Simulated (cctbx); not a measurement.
# Symmetry from intensities

Cell: a = 7.9300 Å, b = 7.9300 Å, c = 8.1080 Å, α = 90.00°, β = 90.00°, γ = 120.00°. Expected content of the cell: Re8 Nb18 O2.

The data are simulated with cctbx, not measured: synchrotron X-rays, λ = 0.7749 Å, to d = 0.84 Å, 80 % of the full sphere, strongest reflection 40000 counts, noise from counting, a 1.5 % proportional error and a noise floor of 2 counts (s.d.); no absorption, some extinction.

A first pass over the reflections prints:

```text
2504 reflections to d = 0.844 A
centring   violations  <I/sigma> of those
    A       1113 of  1280     21.9
    B       1089 of  1269     21.9
    C       1108 of  1237     22.7
    I       1075 of  1248     21.8
    R       1445 of  1658     22.2
    F       1655 of  1893     22.1
Laue class    unique    Rint  (classes that these axes allow; Friedel mates merged)
P -1             1489   0.015
P 1 1 2/m         836   0.017
P -3              523   0.018
P -3 1 m          301   0.019
P -3 m 1          324   0.019
P 6/m             286   0.019
P 6/m m m         194   0.019
space group    extra absences  I>4sigma  <I/sigma>
P 6 2 2                 0          0         -  acentric
P 63 2 2                9          0       0.7  acentric
P 6 m m                 0          0         -  acentric
P 63 m c              166          0       0.1  acentric
P -6 m 2                0          0         -  acentric
P -6 2 m                0          0         -  acentric
P -6 2 c              166          0       0.1  acentric
P 6/m m m               0          0         -  centric
P 63/m m c            166          0       0.1  centric
Wilson B = 0.99 A^2   <|E^2-1|> = 0.942 (0.968 centric, 0.736 acentric)   E^2>4: 4.8 %
shell (A)         n   <I/sigma>
 8.11 - 1.68     34     80.4
 1.68 - 1.34     24     68.5
 1.34 - 1.17     24     85.8
 1.17 - 1.06     22     90.3
 1.06 - 0.99     22     62.6
 0.99 - 0.93     25     64.1
 0.93 - 0.88     20     59.8
 0.88 - 0.84     23     67.8
```

**Question.** What are the lattice type, the Laue class and the likely space group?

Every centring test has many violations, so the lattice is primitive.

Rint stays low (0.015 to 0.019) up to P 6/m m m, the highest class in these axes.

9 settings pass the absence test. The most absences obeyed, 166, belong to P 63 m c, P -6 2 c and P 63/m m c, which absences can't tell apart.

⟨|E²−1|⟩ = 0.942 leans to a centrosymmetric structure. The Wilson B of 0.99 Å² means U ≈ 0.0125 Å².

The true group is P6_3/mmc (no. 194), Laue class 6/mmm, centrosymmetric. The tables only narrow the choice to the tied entries; cell content, site symmetry and trial solutions must settle it.

The model is made up (kin elements in a known structure type, no relaxation), so it says nothing on whether the phase exists.

[Logs are printed without paths, hosts, clocks, repeated set-up lines and the standing remarks that a program may print on its own settings, such as how far it seeks lower states.]
